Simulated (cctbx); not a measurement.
## Interatomic vectors of NdTi2Mn6Ge4

Space group P6/mmm (no. 191), a = 5.1900 Å, b = 5.1900 Å, c = 8.0620 Å, α = 90.00°, β = 90.00°, γ = 120.00°, content Nd1 Ge4 Mn6 Ti2.

The data are simulated with cctbx, not measured: Mo Kα, λ = 0.71073 Å, to d = 0.7 Å, 50 % of the full sphere, strongest reflection 40000 counts, noise from counting, a 2 % proportional error and a noise floor of 8 counts (s.d.); no absorption.

Patterson synthesis from sharpened amplitudes, origin scaled to 1000:

```text
Patterson group P 6/m m m
      u       v       w   height  length (A)
  0.000   0.000   0.000   1000.0     0.00
  0.333   0.667   0.500    409.5     5.02
  0.000   0.000   0.340    354.3     2.74
  0.000   0.000   0.500    348.2     4.03
  0.333   0.667   0.000    279.5     3.00
  0.000   0.500   0.259    218.9     3.33
  0.165   0.329   0.248    116.0     2.49
  0.333   0.667   0.157    104.8     3.25
  0.000   0.500   0.000    100.6     2.60
  0.000   0.500   0.500     95.5     4.79
  0.000   0.500   0.399     87.9     4.14
  0.333   0.667   0.354     42.8     4.14
  0.103   0.206   0.057     38.2     1.03
  0.000   0.000   0.122     28.9     0.98
```

Q: Assign the vectors.

A peak at u stands for all pairs with xi − xj = u, with weight Σ ZiZj against Σ Z² = 12414 at the origin. Peak heights follow these weights only roughly, since form factors, motion and series ripples differ, all vectors within 0.55 Å of a peak are counted as merged into it though the farther ones add only part of their weight, and F(000) is left out, which lowers the whole map:

| u | v | w | shortest length (Å) | height | 1000 ΣZiZj/ΣZ² | pairs in the cell |
| --- | --- | --- | --- | --- | --- | --- |
| 0.333 | 0.667 | 0.500 | 5.02 | 410 | 423 | 2 × Nd–Ge, 2 × Ge–Ti |
| 0.000 | 0.000 | 0.340 | 2.74 | 354 | 392 | 2 × Nd–Ge, 1 × Ge–Ge |
| 0.000 | 0.000 | 0.500 | 4.03 | 348 | 529 | 6 × Mn–Mn, 4 × Ge–Ti |
| 0.333 | 0.667 | 0.000 | 2.99 | 280 | 334 | 2 × Nd–Ti, 1 × Ge–Ge, 1 × Ti–Ti |
| 0.000 | 0.500 | 0.259 | 3.33 | 219 | 242 | 2 × Nd–Mn |
| 0.165 | 0.329 | 0.248 | 2.49 | 116 | 217 | 2 × Ge–Mn, 2 × Mn–Ti |
| 0.333 | 0.667 | 0.157 | 3.25 | 105 | 165 | 2 × Ge–Ge |
| 0.000 | 0.500 | 0.000 | 2.60 | 101 | 201 | 4 × Mn–Mn |
| 0.000 | 0.500 | 0.500 | 4.79 | 96 | 201 | 4 × Mn–Mn |
| 0.000 | 0.500 | 0.399 | 4.13 | 88 | 129 | 2 × Ge–Mn |

The table stops at ten peaks or at a height of 45, below which ripples compete. In the model behind the data Nd, the heaviest element, has 1 independent site: (0, 0, 0), up to an allowed shift of origin. No listed peak is a Nd–Nd vector, so the position follows from the cell content and the cross vectors. The whole model:

| atom | mult. | x | y | z | Ueq (Å²) |
| --- | --- | --- | --- | --- | --- |
| Nd1 | 1 | 0 | 0 | 0 | 0.0108 |
| Ge1 | 2 | 0 | 0 | 0.3438 | 0.0227 |
| Ge2 | 2 | 1/3 | 2/3 | 1/2 | 0.0198 |
| Mn1 | 6 | 0 | 1/2 | 0.2605 | 0.0203 |
| Ti1 | 2 | 1/3 | 2/3 | 0 | 0.0199 |

The model was made for the exercise: a known structure type with other elements put in, its volume estimated, not relaxed; displacement parameters are assumed.

[Logs are printed without paths, hosts, clocks, repeated set-up lines and the standing remarks that a program may print on its own settings, such as how far it seeks lower states.]
